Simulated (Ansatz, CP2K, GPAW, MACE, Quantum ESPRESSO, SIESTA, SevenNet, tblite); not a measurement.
## Quantum ESPRESSO on H-capped AlP nanocrystal (rod) (34 atoms): settings compared

How far do other settings of Quantum ESPRESSO move the forces in H-capped AlP nanocrystal (rod) (34 atoms)? One run of the same program serves as the yardstick.

Calculated with Quantum ESPRESSO 7.5; the method is named at each step.

### 1. The starting structure

The cell holds 34 atoms: 6 P, 6 Al and 22 H. Its edges and angles: a = 15.829 Å, b = 15.829 Å, c = 21.292 Å, α = 90.0°, β = 90.0°, γ = 90.0°. It derives from AlP (zinc-blende). Rod of size parameter 3.1 Å cut from zinc-blende AlP (a = 5.463 Å), atoms with fewer than two neighbours dropped, broken bonds capped with H, 10 Å of vacuum. Then every atom was moved at random, 0.03 Å r.m.s. a Cartesian component (hydrogen 0.6 of that). Regions: crystal, 12 atoms (6 P and 6 Al); hydrogen, 22 atoms (22 H). Vacuum lies along a, b and c.

The yardstick, on the same geometry:

* method: Kohn-Sham DFT, PBE, SSSP efficiency 1.3.0 pseudopotentials, plane waves (Quantum ESPRESSO 7.5); sssp-pbe-1.3.0-efficiency, cutoffs 45/360 Ry, Γ point
* r.m.s. force component: 0.8536 eV/Å
* longest force: 3.87 eV/Å
* gap (highest filled to lowest empty level): 3.079 eV
* time: 4.9 min on 4 MPI ranks of Arm Neoverse V2, shared host
* CPU time: 20 min

### 2. PBE, sg15-1.2, 80/320 Ry

Method: Kohn-Sham DFT, PBE, SG15 1.2 norm-conserving pseudopotentials, plane waves.

The input, pw.in:

```
&control
  calculation = 'scf'
  pseudo_dir = './pseudo'
  outdir = './tmp'
  disk_io = 'none'
  tprnfor = .true.
/
&system
  ibrav = 0
  nat = 34
  ntyp = 3
  ecutwfc = 80
  ecutrho = 320
  nosym = .true.
  occupations = 'smearing'
  smearing = 'fd'
  degauss = 0.003675
/
&electrons
  conv_thr = 1.7e-07
  electron_maxstep = 100
  mixing_beta = 0.2
  mixing_mode = 'local-TF'
  diagonalization = 'david'
/
ATOMIC_SPECIES
P 30.974 P.upf
Al 26.982 Al.upf
H 1.008 H.upf
CELL_PARAMETERS angstrom
15.82930 0.00000 0.00000
0.00000 15.82930 0.00000
0.00000 0.00000 21.29230
ATOMIC_POSITIONS crystal
P 0.36786 0.54050 0.40416
P 0.36876 0.54008 0.66064
P 0.53762 0.36875 0.40645
P 0.53731 0.36872 0.65695
P 0.53641 0.53902 0.27190
Al 0.45299 0.62498 0.34123
Al 0.62790 0.45274 0.34008
Al 0.45442 0.45656 0.46751
P 0.53987 0.53898 0.52925
Al 0.45538 0.62332 0.59040
Al 0.62788 0.45598 0.59555
Al 0.45643 0.45133 0.72343
H 0.31376 0.59159 0.44140
H 0.31728 0.48733 0.36446
H 0.31250 0.48961 0.61992
H 0.32022 0.58924 0.69601
H 0.49020 0.31674 0.36427
H 0.59011 0.31321 0.43941
H 0.59426 0.31628 0.69728
H 0.48729 0.31526 0.61920
H 0.48853 0.49140 0.23681
H 0.59109 0.59171 0.23460
H 0.51277 0.68529 0.38034
H 0.39394 0.68399 0.29605
H 0.68385 0.51264 0.38203
H 0.68132 0.39659 0.29715
H 0.39437 0.39654 0.51081
H 0.58886 0.59339 0.49094
H 0.51249 0.68576 0.63714
H 0.39787 0.68585 0.55096
H 0.68772 0.39615 0.55180
H 0.68338 0.50909 0.63828
H 0.39822 0.39740 0.76463
H 0.51261 0.51121 0.76373
K_POINTS gamma
```

Command:

```sh
$ OMP_NUM_THREADS=1 mpirun -np 4 pw.x -in pw.in > output.txt
```

Output:

```text
Program PWSCF
     gamma-point specific algorithms are used
     Parallelization info
     sticks:   dense  smooth     PW     G-vecs:    dense   smooth      PW
     Min        5701    5701   1428               870097   870097  108775
     Max        5704    5704   1429               870104   870104  108780
     Sum       22813   22813   5713              3480401  3480401  435107
     bravais-lattice index     =            0
     lattice parameter (alat)  =      29.9130  a.u.
     unit-cell volume          =   36003.3239 (a.u.)^3
     number of atoms/cell      =           34
     number of atomic types    =            3
     number of electrons       =       118.00
     number of Kohn-Sham states=           71
     kinetic-energy cutoff     =      80.0000  Ry
     charge density cutoff     =     320.0000  Ry
     scf convergence threshold =      1.7E-07
     mixing beta               =       0.2000
     number of iterations used =            8  local-TF  mixing
     Exchange-correlation= PBE
                           (   1   4   3   4   0   0   0)
     crystal axes: (cart. coord. in units of alat)
               a(1) = (   1.000000   0.000000   0.000000 )
               a(2) = (   0.000000   1.000000   0.000000 )
               a(3) = (   0.000000   0.000000   1.345119 )
     reciprocal axes: (cart. coord. in units 2 pi/alat)
               b(1) = (  1.000000  0.000000  0.000000 )
               b(2) = (  0.000000  1.000000  0.000000 )
               b(3) = (  0.000000  0.000000  0.743428 )
     PseudoPot. # 1 for P :
     Pseudo is Norm-conserving, Zval =  5.0
     PseudoPot. # 2 for Al:
     Pseudo is Norm-conserving, Zval = 11.0
     PseudoPot. # 3 for H :
     Pseudo is Norm-conserving, Zval =  1.0
     atomic species   valence    mass     pseudopotential
     P                 5.00    30.97400     P ( 1.00)
     Al               11.00    26.98200     Al( 1.00)
     H                 1.00     1.00800     H ( 1.00)
     No symmetry found
   Cartesian axes
     number of k points=     1  Fermi-Dirac smearing, width (Ry)=  0.0037
                       cart. coord. in units 2pi/alat
        k(    1) = (   0.0000000   0.0000000   0.0000000), wk =   2.0000000
     Dense  grid:  1740201 G-vectors     FFT dimensions: ( 180, 180, 240)
     Initial potential from superposition of free atoms
     starting charge     117.3294, renormalised to     118.0000
     negative rho (up, down):  4.351E-03 0.000E+00
     Starting wfcs are random
     Self-consistent Calculation
     iteration #  1     ecut=    80.00 Ry     beta= 0.20
     negative rho (up, down):  1.281E-06 0.000E+00
     total energy              =    -935.60976447 Ry
     estimated scf accuracy    <       1.84471892 Ry
     iteration #  2     ecut=    80.00 Ry     beta= 0.20
     negative rho (up, down):  2.291E-04 0.000E+00
     total energy              =    -934.99159826 Ry
     estimated scf accuracy    <       1.38620889 Ry
     iteration #  3     ecut=    80.00 Ry     beta= 0.20
     negative rho (up, down):  1.091E-05 0.000E+00
     total energy              =    -935.21392858 Ry
     estimated scf accuracy    <       0.09248281 Ry
     iteration #  4     ecut=    80.00 Ry     beta= 0.20
     total energy              =    -935.22447804 Ry
     estimated scf accuracy    <       0.06017681 Ry
     iteration #  5     ecut=    80.00 Ry     beta= 0.20
     negative rho (up, down):  1.330E-03 0.000E+00
     total energy              =    -935.21360431 Ry
     estimated scf accuracy    <       0.04547189 Ry
     iteration #  6     ecut=    80.00 Ry     beta= 0.20
     negative rho (up, down):  3.031E-04 0.000E+00
     total energy              =    -935.21450312 Ry
     estimated scf accuracy    <       0.01688823 Ry
     iteration #  7     ecut=    80.00 Ry     beta= 0.20
     negative rho (up, down):  2.088E-02 0.000E+00
     total energy              =    -935.21060748 Ry
     estimated scf accuracy    <       0.01129628 Ry
     iteration #  8     ecut=    80.00 Ry     beta= 0.20
     negative rho (up, down):  7.691E-03 0.000E+00
     total energy              =    -935.21223228 Ry
     estimated scf accuracy    <       0.00407771 Ry
     iteration #  9     ecut=    80.00 Ry     beta= 0.20
     negative rho (up, down):  2.433E-02 0.000E+00
     total energy              =    -935.21254329 Ry
     estimated scf accuracy    <       0.00316855 Ry
     iteration # 10     ecut=    80.00 Ry     beta= 0.20
     negative rho (up, down):  2.380E-02 0.000E+00
     total energy              =    -935.21269787 Ry
     estimated scf accuracy    <       0.00159154 Ry
     iteration # 11     ecut=    80.00 Ry     beta= 0.20
     negative rho (up, down):  2.024E-02 0.000E+00
     total energy              =    -935.21243855 Ry
     estimated scf accuracy    <       0.00138604 Ry
     iteration # 12     ecut=    80.00 Ry     beta= 0.20
     negative rho (up, down):  1.882E-02 0.000E+00
     total energy              =    -935.21268924 Ry
     estimated scf accuracy    <       0.00035931 Ry
[...]
negative rho (up, down):  2.363E-04 0.000E+00
     total energy              =    -935.21254285 Ry
[...]
iteration # 23     ecut=    80.00 Ry     beta= 0.20
     negative rho (up, down):  1.192E-04 0.000E+00
     total energy              =    -935.21254254 Ry
     estimated scf accuracy    <       0.00000041 Ry
     iteration # 24     ecut=    80.00 Ry     beta= 0.20
     negative rho (up, down):  1.199E-04 0.000E+00
     total energy              =    -935.21254163 Ry
     estimated scf accuracy    <       0.00000033 Ry
     iteration # 25     ecut=    80.00 Ry     beta= 0.20
     negative rho (up, down):  1.356E-04 0.000E+00
     total energy              =    -935.21254202 Ry
     estimated scf accuracy    <       0.00000024 Ry
     iteration # 26     ecut=    80.00 Ry     beta= 0.20
     negative rho (up, down):  2.895E-04 0.000E+00
     total energy              =    -935.21254340 Ry
     estimated scf accuracy    <       0.00000021 Ry
     iteration # 27     ecut=    80.00 Ry     beta= 0.20
     End of self-consistent calculation
          k = 0.0000 0.0000 0.0000 (217554 PWs)   bands (ev):
  -107.2325-106.4710-106.4432-106.0522-105.9564-105.8505 -68.8199 -68.8103
   -68.6998 -68.1016 -68.0863 -68.0337 -68.0165 -67.9146 -67.8780 -67.6927
   -67.6179 -67.5729 -67.5157 -67.5027 -67.4994 -67.4452 -67.4106 -67.3167
   -16.8336 -16.4996 -16.4193 -16.0639 -15.7942 -15.3743 -10.9902 -10.8741
   -10.7420 -10.6285 -10.4288 -10.2502 -10.2034 -10.0650  -9.8900  -9.7408
    -9.5363  -8.6529  -8.6101  -8.1945  -7.8254  -7.6944  -7.4507  -7.2187
    -6.9626  -6.6888  -6.6097  -6.5459  -6.3039  -6.2842  -6.1538  -5.8649
    -5.7448  -5.6055  -5.4451  -2.3329  -1.6397  -1.5135  -1.3189  -1.1124
    -1.0050  -0.7973  -0.7298  -0.5083  -0.4865  -0.4594  -0.3925
     the Fermi energy is    -4.1050 ev
!    total energy              =    -935.21254251 Ry
     estimated scf accuracy    <       0.00000012 Ry
     smearing contrib. (-TS)   =      -0.00000000 Ry
     internal energy E=F+TS    =    -935.21254251 Ry
     The total energy is F=E-TS. E is the sum of the following terms:
     one-electron contribution =   -2511.56457654 Ry
     hartree contribution      =    1178.37204249 Ry
     xc contribution           =    -129.16643204 Ry
     ewald contribution        =     527.14642357 Ry
     convergence has been achieved in  27 iterations
     Forces acting on atoms (cartesian axes, Ry/au):
     atom    1 type  1   force =    -0.00291321   -0.01802864   -0.01499366
     atom    2 type  1   force =     0.05333949   -0.07823301   -0.09889330
     atom    3 type  1   force =     0.00160502    0.00936975   -0.05096169
     atom    4 type  1   force =     0.04129032   -0.01285799    0.01216787
     atom    5 type  1   force =     0.08048881    0.05933025    0.10914769
     atom    6 type  2   force =    -0.00860205    0.06897783   -0.05004120
     atom    7 type  2   force =     0.00811793    0.01405660   -0.00700357
     atom    8 type  2   force =    -0.03616762   -0.03183798    0.04781404
     atom    9 type  1   force =     0.01347101   -0.01359820   -0.00418202
     atom   10 type  2   force =    -0.00614518    0.07607954    0.04367036
     atom   11 type  2   force =     0.03055908   -0.03654071   -0.04359875
     atom   12 type  2   force =    -0.02087916    0.01287068    0.02859188
[...]
atom   30 type  3   force =    -0.01425921   -0.00420821   -0.01610722
     atom   31 type  3   force =    -0.01315526   -0.00081868   -0.00091547
     atom   32 type  3   force =     0.01432255    0.02885412    0.03310882
     atom   33 type  3   force =    -0.02527981   -0.02789874    0.01746031
     atom   34 type  3   force =     0.02022363    0.01596598    0.00230026
     Total force =     0.330589     Total SCF correction =     0.000752
     Message from routine punch:
     Nothing written, as per user request (disk_io='none')
```

The job ended after 6.5 min (4 MPI ranks of Arm Neoverse V2, shared host; peak memory 3.4 GiB; 26 min of CPU time).

Banners, paths, timers and routine set-up lines are dropped from the logs unmarked, and long logs keep their key lines alone; longer cuts are marked.

Compared with the plane-wave run:

```yaml
r_m_s_force_component: 0.8416 eV/Å
r_m_s_difference_of_force_components: 18.98 meV/Å
longest_difference_of_force_vectors: 81.34 meV/Å
force_difference_over_r_m_s_force: 2.224 %
slope_of_forces_against_the_reference_s: 0.9858
correlation_of_force_components: 0.9999
spacing_of_highest_filled_and_lowest_empty_level: 3.112 eV
gap_difference: 0.0337 eV
```

Length of the force difference by element (eV/Å):

| element | atoms | mean | most |
| --- | --- | --- | --- |
| Al | 6 | 0.010 | 0.013 |
| H | 22 | 0.030 | 0.081 |
| P | 6 | 0.038 | 0.068 |

Levels nearest the highest filled one (eV from it): -1.77, -1.52, -1.24, -1.16, -1.10, -0.86, -0.84, -0.71, -0.42, -0.30, -0.16, 0.00, 3.11, 3.81, 3.93, 4.13, 4.33, 4.44, 4.65, 4.72, 4.94, 4.96, 4.99, 5.05.

Local excerpt of 12 atoms (numbers count through the whole input) about P1, picked at random; x, y, z are measured from there.

| atom | x | y | z | distance (Å) | bonds | Fx | Fy | Fz (eV/Å) |
| --- | --- | --- | --- | --- | --- | --- | --- | --- |
| P1 | 0.00 | 0.00 | 0.00 | 0.00 | 4 | -0.07 | -0.46 | -0.39 |
| H13 | -0.86 | 0.81 | 0.79 | 1.42 | 1 | -0.09 | -0.21 | -0.16 |
| H14 | -0.80 | -0.84 | -0.85 | 1.44 | 1 | -0.11 | 0.37 | 0.42 |
| Al6 | 1.35 | 1.34 | -1.34 | 2.32 | 4 | -0.22 | 1.77 | -1.29 |
| Al8 | 1.37 | -1.33 | 1.35 | 2.34 | 4 | -0.93 | -0.82 | 1.23 |
| H27 | 0.42 | -2.28 | 2.27 | 3.24 | 1 | 0.17 | 0.22 | -0.03 |
| H24 | 0.41 | 2.27 | -2.30 | 3.26 | 1 | 0.00 | -0.36 | 0.16 |
| H23 | 2.29 | 2.29 | -0.51 | 3.28 | 1 | 0.29 | -0.23 | 0.34 |
| P9 | 2.72 | -0.02 | 2.66 | 3.81 | 4 | 0.35 | -0.35 | -0.11 |
| P3 | 2.69 | -2.72 | 0.05 | 3.82 | 4 | 0.04 | 0.24 | -1.31 |
| P5 | 2.67 | -0.02 | -2.82 | 3.88 | 4 | 2.07 | 1.53 | 2.81 |
| H30 | 0.48 | 2.30 | 3.13 | 3.91 | 1 | -0.37 | -0.11 | -0.41 |

Forces lie 2.2 % from the reference's, at 1.3 times its CPU time.

### 3. PBE, sssp-1.3.0-efficiency, 45/360 Ry, cg

Method: Kohn-Sham DFT, PBE, SSSP efficiency 1.3.0 pseudopotentials, plane waves.

The pseudopotential files are exchanged too: ./pseudo now holds the set sssp-pbe-1.3.0-efficiency.

Edit pw.in of step 2 so:

```diff
@@ -11,4 +11,4 @@
   ntyp = 3
-  ecutwfc = 80
-  ecutrho = 320
+  ecutwfc = 45
+  ecutrho = 360
   nosym = .true.
@@ -23,3 +23,3 @@
   mixing_mode = 'local-TF'
-  diagonalization = 'david'
+  diagonalization = 'cg'
 /
```

Output:

```text
[banner, memory and clock lines left out]
Program PWSCF
     gamma-point specific algorithms are used
     bravais-lattice index     =            0
     lattice parameter (alat)  =      29.9130  a.u.
     unit-cell volume          =   36003.3239 (a.u.)^3
[... lines left out ...]
     number of k points=     1  Fermi-Dirac smearing, width (Ry)=  0.0037
[... lines left out ...]
     total energy              =    -347.28838194 Ry
[... lines left out ...]
     total energy              =    -346.65356424 Ry
[... lines left out ...]
     total energy              =    -346.84836406 Ry
[... lines left out ...]
     c_bands:  2 eigenvalues not converged
[... lines left out ...]
     c_bands:  1 eigenvalues not converged
[... lines left out ...]
     total energy              =    -346.85952198 Ry
[... lines left out ...]
     total energy              =    -346.85952201 Ry
[... lines left out ...]
    -7.0212  -6.7517  -6.6657  -6.6064  -6.3533  -6.3347  -6.2020  -5.9122
    -5.7965  -5.6535  -5.4910  -2.4132  -1.7163  -1.5909  -1.3983  -1.1941
    -1.0774  -0.8659
     the Fermi energy is    -4.0926 ev
!    total energy              =    -346.85952205 Ry
     estimated scf accuracy    <       0.00000012 Ry
     smearing contrib. (-TS)   =      -0.00000000 Ry
     internal energy E=F+TS    =    -346.85952205 Ry
     The total energy is F=E-TS. E is the sum of the following terms:
     one-electron contribution =    -565.56431627 Ry
     hartree contribution      =     288.52204147 Ry
     xc contribution           =     -56.72266813 Ry
     ewald contribution        =     195.10722029 Ry
     one-center paw contrib.   =    -208.20179941 Ry
     convergence has been achieved in  30 iterations
     negative rho (up, down):  3.930E-04 0.000E+00
     Forces acting on atoms (cartesian axes, Ry/au):
     atom    1 type  1   force =    -0.00206459   -0.01838893   -0.01528100
     atom    2 type  1   force =     0.05491618   -0.07971738   -0.10042127
     atom    3 type  1   force =     0.00113452    0.01048970   -0.05131098
[...]
atom   33 type  3   force =    -0.02607921   -0.02870260    0.01775308
     atom   34 type  3   force =     0.02097444    0.01669855    0.00244032
     Total force =     0.335294     Total SCF correction =     0.000294
     Message from routine punch:
     Nothing written, as per user request (disk_io='none')
```

Wall time 7.2 min (4 MPI ranks); peak memory 7.8 GiB.

Compared with the plane-wave run:

- r.m.s. force component: 0.8536 eV/Å
- r.m.s. difference of force components: 0.327 meV/Å
- longest difference of force vectors: 1.762 meV/Å
- force difference over r.m.s. force: 0.0383 %
- slope of forces against the reference's: 0.9999
- correlation of force components: 1
- gap (highest filled to lowest empty level): 3.078 eV
- gap difference: -0.0007 eV
- energy less the same-level run's: 0 meV/atom
- r.m.s. force difference from the same-level run: 0.327 meV/Å

Against the first run (2.2 %), the force difference from the reference is 0.038 %, at 1.1 times the CPU time.

### 4. Side by side

Differences are against the plane-wave reference, forces as r.m.s. over components; share is that over the reference's r.m.s. force, slope the least-squares factor from reference forces to these. Total energies of different programs have different zeros and aren't compared.

| run | Δ force, r.m.s. (meV/Å) | share (%) | slope | Δ gap (eV) | cores | CPU time | memory (GiB) |
| --- | --- | --- | --- | --- | --- | --- | --- |
| reference | - | - | - | - | 4 | 20 min | 7.7 |
| QE PBE, sg15-1.2, 80/320 Ry | 19.0 | 2.22 | 0.986 | 0.0337 | 4 | 26 min | 3.4 |
| QE PBE, sssp-1.3.0-efficiency, 45/360 Ry, cg | 0.327 | 0.0383 | 1.000 | -7.0e-4 | 4 | 29 min | 7.8 |

CPU time is summed over cores on a shared host, where runs went side by side, so it is rough. Symmetry, cutoffs, thresholds, outputs and thread counts weren't matched or tuned between programs; memory under MPI is the largest rank's times the ranks.

Within one program, basis, potentials and functional, energies share a zero. Each run against its twin at the usual cutoff or grid and solver:

| run | twin | Δ energy (meV/atom) | Δ force, r.m.s. (meV/Å) | CPU time over the twin's |
| --- | --- | --- | --- | --- |
| QE PBE, sssp-1.3.0-efficiency, 45/360 Ry, cg | sssp-1.3.0-efficiency, 45/360 Ry | 0 | 0.327 | 1.5 |

### 5. Results

```
nearest in forces : QE PBE, sssp-1.3.0-efficiency, 45/360 Ry, cg, 0.038 %
its CPU time      : 29 min
```

What this shows: PBE on plane waves or a grid with other potentials, cutoffs or grids differs from the reference by 2.2 % (QE PBE, sg15-1.2, 80/320 Ry) of the r.m.s. force; this holds the reference's own error, so differences of a few per cent don't tell which side is nearer the exact PBE result. With the reference's own potentials and cutoffs, another solver or threshold moves forces by 0.038 % (QE PBE, sssp-1.3.0-efficiency, 45/360 Ry, cg). None of the electronic-structure runs in the table takes under half the reference's CPU time of 20 min; they take 1.3 to 1.5 times as much. At the same functional, gaps differ from the reference's 3.08 eV by between -0.00 and +0.03 eV. The potentials hold different valence shells: 70 electrons in the reference, 118 in Quantum ESPRESSO with SG15; this bears on time and differences. Caps of real hydrogen don't mimic the fractional bonds of a polar compound, so surface states and strained caps may belong to the model.

[Also dropped from logs without a mark: logging warnings of Python, and SIESTA's first energy breakdown and zero terms.]

[Logs are printed without paths, hosts, clocks, repeated set-up lines and the standing remarks that a program may print on its own settings, such as how far it seeks lower states.]

[Hosts, paths, dates, database ids (printed as entryN), source tags and the programs' standing remarks are cut or masked in the printed files.]
